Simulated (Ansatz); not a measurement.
# How many bands does the GW gap of GaN (P6_3mc) need?

Wanted: a G0W0 gap for GaN (P6_3mc) that is converged in bands and cutoff, or an estimate of the limit.

Method: G0W0 on PBE, plane waves, PAW, in Ansatz 0.2.0.

Most raw output is cut from this account.

The database entry behind the starting cell differs from later determinations by our own check (about 0.3 % short, ideal inner coordinate), so it need not match the best structure at ambient conditions.

## (1) Set-up

Symmetry: P6_3mc, No. 186, hexagonal system. Conventional cell: a = 3.180 Å, b = 3.180 Å, c = 5.166 Å, α = 90.00°, β = 90.00°, γ = 120.00°. Nearest to Ga lie 4 N at 1.94 to 1.95 Å. N has 4 Ga at 1.94 to 1.95 Å nearest. Farther neighbours and most contacts between anions are not listed.

The cell and positions come from the Crystallography Open Database and are kept as given unless a step says otherwise. The default PAW set here is soft_2. Its files were made with PBE.

## (2) 47 empty bands, screening to 60 eV

Now the one-shot GW correction: screening in the RPA, then the self-energy of the levels asked for.

The input, input.yaml:

```yaml
crystal:
  lattice:
    - [3.18, 0.0, 0.0]
    - [-1.59, 2.753960784, 0.0]
    - [0.0, 0.0, 5.166]
  atoms:
    - { symbol: Ga, position: [0.3333333333, 0.6666666667, 0.0] }
    - { symbol: Ga, position: [0.6666666667, 0.3333333333, 0.5] }
    - { symbol: "N", position: [0.3333333333, 0.6666666667, 0.375] }
    - { symbol: "N", position: [0.6666666667, 0.3333333333, 0.875] }
kpoints:
  mp_grid: { grid: [6, 6, 4] }
hamiltonian:
  xc: pbe
scf:
  occupations: { method: fixed }
gw:
  n_empty_bands: 47
  ecut_chi: 60
  qp_bands: [v2, c2]
  qp_kpoints: band_edges
  screening: { model: contour_deformation }
```

The run is started by

```console
ansatz run input.yaml --threads 3 --pin off --max-ram 92160MiB --backend cuda --events-out ev --progress --plain --runs-dir out --devices 1 --max-vram 13GiB  # rebuilt from the run's record
```

The job ended after 17 s (1 × NVIDIA H100 80GB HBM3 (shared by 6 runs) with 3 threads of AMD EPYC 7R13 (Zen 3), shared host; peak memory 1 GiB).

This step gave:

```
bands summed                                 : 65
RPA ε∞ on this mesh (eigenvalues)            : 6.019, 6.021, 6.021
plane waves in the screening matrix          : 43
q-points in the mesh                         : 144
G0W0 gap on the mesh                         : 2.968 eV
k of the valence top                         : 0, 0, 0
k of the conduction bottom                   : 0, 0, 0
starting gap on the mesh                     : 1.963 eV
Z at the valence top                         : 0.7782
Z at the conduction bottom                   : 0.8123
least direct G0W0 gap on the computed points : 2.968 eV
```

The gap on the mesh goes from 1.96 eV to 2.97 eV, a correction of +1.00 eV. Between the two edge states, bare exchange in place of the xc potential would open the gap by 7.92 eV, and correlation takes back 6.92 eV.

## (3) 135 empty bands, screening to 120 eV

Another rung: the empty bands reach about as high as the screening cutoff, so the two stay in balance.

Edit input.yaml of step 2 so:

```diff
@@ -17,4 +17,4 @@
 gw:
-  n_empty_bands: 47
-  ecut_chi: 60
+  n_empty_bands: 135
+  ecut_chi: 120
   qp_bands: [v2, c2]
```

Wall time 15 s (1 × NVIDIA H100 80GB HBM3 (shared by 6 runs) with 3 threads); peak memory 1.2 GiB; 23 s of CPU time.

This step gave:

| Quantity | Value |
| --- | --- |
| bands summed | 153 |
| RPA ε∞ on this mesh (eigenvalues) | 5.894, 5.940, 5.940 |
| plane waves in the screening matrix | 135 |
| q-points in the mesh | 144 |
| G0W0 gap on the mesh | 3.104 eV |
| k of the valence top | 0, 0, 0 |
| k of the conduction bottom | 0, 0, 0 |
| starting gap on the mesh | 1.963 eV |
| Z at the valence top | 0.7728 |
| Z at the conduction bottom | 0.8067 |
| least direct G0W0 gap on the computed points | 3.104 eV |

Against the run with 6×6×4 mesh, 47 empty bands, screening to 60 eV, the gap moves by +0.14 eV.

## (4) 290 empty bands, screening to 200 eV

Edit input.yaml of step 3 so:

```diff
@@ -17,4 +17,4 @@
 gw:
-  n_empty_bands: 135
-  ecut_chi: 120
+  n_empty_bands: 290
+  ecut_chi: 200.0
   qp_bands: [v2, c2]
```

It took 43 s on 1 × NVIDIA H100 80GB HBM3 (shared by 6 runs) with 3 threads; peak memory 1.5 GiB; 69 s of CPU time.

Numbers from this step:

* bands summed: 308
* RPA ε∞ on this mesh (eigenvalues): 5.869, 5.908, 5.908
* plane waves in the screening matrix: 287
* G0W0 gap on the mesh: 3.119 eV
* k of the valence top: 0, 0, 0
* k of the conduction bottom: 0, 0, 0
* starting gap on the mesh: 1.963 eV
* least direct G0W0 gap on the computed points: 3.119 eV

Against the run with 6×6×4 mesh, 135 empty bands, screening to 120 eV, the gap moves by +0.016 eV.

## (5) Changing the k mesh: 6×6×2 mesh, 135 empty bands, screening to 120 eV

A second mesh at equal bands and cutoff isolates the sampling error. Bands and cutoff differ from the step before, so it is read against an earlier run that matches them.

Edit input.yaml of step 4 so:

```diff
@@ -11,3 +11,3 @@
 kpoints:
-  mp_grid: { grid: [6, 6, 4] }
+  mp_grid: { grid: [6, 6, 2] }
 hamiltonian:
@@ -17,4 +17,4 @@
 gw:
-  n_empty_bands: 290
-  ecut_chi: 200.0
+  n_empty_bands: 135
+  ecut_chi: 120
   qp_bands: [v2, c2]
```

Elapsed: 9.8 s, on 1 × NVIDIA H100 80GB HBM3 (shared by 6 runs) with 3 threads; peak memory 1.1 GiB; 11 s of CPU time.

This step gave:

| Property | Result |
| --- | --- |
| bands summed | 153 |
| RPA ε∞ on this mesh (eigenvalues) | 6.319, 6.319, 6.411 |
| plane waves in the screening matrix | 135 |
| G0W0 gap on the mesh | 3.071 eV |
| k of the valence top | 0, 0, 0 |
| k of the conduction bottom | 0, 0, 0 |
| starting gap on the mesh | 1.964 eV |
| least direct G0W0 gap on the computed points | 3.071 eV |

Against the run with 6×6×4 mesh, 135 empty bands, screening to 120 eV, the gap moves by −0.03 eV.

## (6) Changing the frequency model: 6×6×4 mesh, 135 empty bands, screening to 120 eV, plasmon pole

A plasmon pole stands in for the full frequency dependence of the screening; this run shows what that costs in accuracy.

Edit input.yaml of step 5 so:

```diff
@@ -11,3 +11,3 @@
 kpoints:
-  mp_grid: { grid: [6, 6, 2] }
+  mp_grid: { grid: [6, 6, 4] }
 hamiltonian:
@@ -21,2 +21,2 @@
   qp_kpoints: band_edges
-  screening: { model: contour_deformation }
+  screening: { model: godby_needs }
```

Wall time 21 s (1 × NVIDIA H100 80GB HBM3 (shared by 6 runs) with 3 threads); peak memory 1.3 GiB; 34 s of CPU time.

Numbers from this step:

```
bands summed                                 : 153
plasmon-pole fit frequency                   : 33.12 eV
RPA ε∞ on this mesh (eigenvalues)            : 5.894, 5.940, 5.940
plane waves in the screening matrix          : 135
G0W0 gap on the mesh                         : 3.099 eV
k of the valence top                         : 0, 0, 0
k of the conduction bottom                   : 0, 0, 0
starting gap on the mesh                     : 1.963 eV
least direct G0W0 gap on the computed points : 3.099 eV
```

Against the run with 6×6×4 mesh, 135 empty bands, screening to 120 eV, the gap moves by −0.005 eV.

## (7) Changing the files: 6×6×4 mesh, 135 empty bands, screening to 120 eV, hard PAW files

Other atomic data (hard PAW) test the pseudisation: the cutoff goes from 420 to 1020 eV and the valence electrons from 36 to 52, which opens shells that were frozen.

Edit input.yaml of step 6 so:

```diff
@@ -14,2 +14,3 @@
   xc: pbe
+  pseudopotentials: { kind: paw, source: ansatz }
 scf:
@@ -21,2 +22,2 @@
   qp_kpoints: band_edges
-  screening: { model: godby_needs }
+  screening: { model: contour_deformation }
```

The job ended after 20 s (1 × NVIDIA H100 80GB HBM3 (shared by 6 runs) with 3 threads; peak memory 1.4 GiB; 35 s of CPU time).

This step gave:

```yaml
bands_summed: 161
rpa_eps_infinity_on_this_mesh_eigenvalues: 5.875, 5.921, 5.921
plane_waves_in_the_screening_matrix: 135
g0w0_gap_on_the_mesh: 3.115 eV
k_of_the_valence_top: 0, 0, 0
k_of_the_conduction_bottom: 0, 0, 0
starting_gap_on_the_mesh: 1.981 eV
least_direct_g0w0_gap_on_the_computed_points: 3.115 eV
```

Against the run with 6×6×4 mesh, 135 empty bands, screening to 120 eV, the gap moves by +0.011 eV.

## (8) Convergence and cost

Times are wall times on 1 × NVIDIA H100 80GB HBM3 (shared by 6 runs) with 3 threads of AMD EPYC 7R13 (Zen 3), shared host, good to a factor of about two.

```
 mesh        files            frequency  bands summed  cutoff (eV)  start (eV)  G0W0 (eV)   time  host memory (GiB)
6×6×4  default PAW  contour deformation            65           60       1.963      2.968   17 s                1.0
6×6×4  default PAW  contour deformation           153          120       1.963      3.104   15 s                1.2
6×6×4  default PAW  contour deformation           308          200       1.963      3.119   43 s                1.5
6×6×2  default PAW  contour deformation           153          120       1.964      3.071  9.8 s                1.1
6×6×4  default PAW         plasmon pole           153          120       1.963      3.099   21 s                1.3
6×6×4     hard PAW  contour deformation           161          120       1.981      3.115   20 s                1.4
```

How the two edges are built up, in eV (the quasiparticle level is the starting level plus Σx plus Σc less Vxc):

```
      run               edge  start      Σx     Σc     Vxc     Z     QP
 65 bands        valence top   9.85  -23.96   3.52  -20.31  0.78   9.72
 65 bands  conduction bottom  11.82  -11.52  -3.40  -15.78  0.81  12.69
153 bands        valence top   9.85  -23.96   3.12  -20.31  0.77   9.33
153 bands  conduction bottom  11.82  -11.52  -3.66  -15.78  0.81  12.43
308 bands        valence top   9.85  -23.96   2.88  -20.31  0.77   9.08
308 bands  conduction bottom  11.82  -11.52  -3.89  -15.78  0.80  12.20
```

## (9) Summary of results

```
65 bands, 60 eV                     : 2.968 eV
153 bands, 120 eV                   : 3.104 eV
308 bands, 200 eV                   : 3.119 eV
estimated limit in bands and cutoff : 3.13 eV
mesh and start                      : 6×6×4, PBE
```

What this shows: A line in one over the bands through the two highest rungs gives 3.13 eV, +0.02 eV from the top rung; the pair below gives 3.20 eV, so the series converges faster than that law. The rungs stand 0.17 eV (65 bands), 0.03 eV (153 bands) and 0.02 eV (308 bands) from it. From 65 to 308 bands the gap moves by +0.15 eV while the time grows 2.5-fold. Σc changes by −0.65 eV at the valence top and −0.49 eV at the conduction bottom, so the levels themselves move more than the gap between them. On the 6×6×2 mesh in place of 6×6×4 the gap differs by −0.03 eV, of which +0.001 eV is already in the start. The plasmon-pole model gives −0.005 eV against contour deformation, 0 % of the correction, and saved no time in this program. Hard PAW files move the gap by +0.01 eV at equal bands and cutoff, +0.02 eV of it in the start. The cheapest rung within 0.1 eV of this estimate is that with 153 bands (15 s). The many-body steps are scalar-relativistic: spin-orbit coupling is not in them.

[Paths, hosts, dates, memory and timing lines, banners, echoed tables and standing remarks are left out of the program output.]

[Logs are printed without paths, hosts, clocks, repeated set-up lines and the standing remarks that a program may print on its own settings, such as how far it seeks lower states.]

[Runs of the session that timed out or met a known fault of the program may be left out.]

[Cells called generated may have been cut or substituted from an entry of the Crystallography Open Database or the Materials Project.]

[Hosts, paths, dates, database ids (printed as entryN), source tags and the programs' standing remarks are cut or masked in the printed files.]
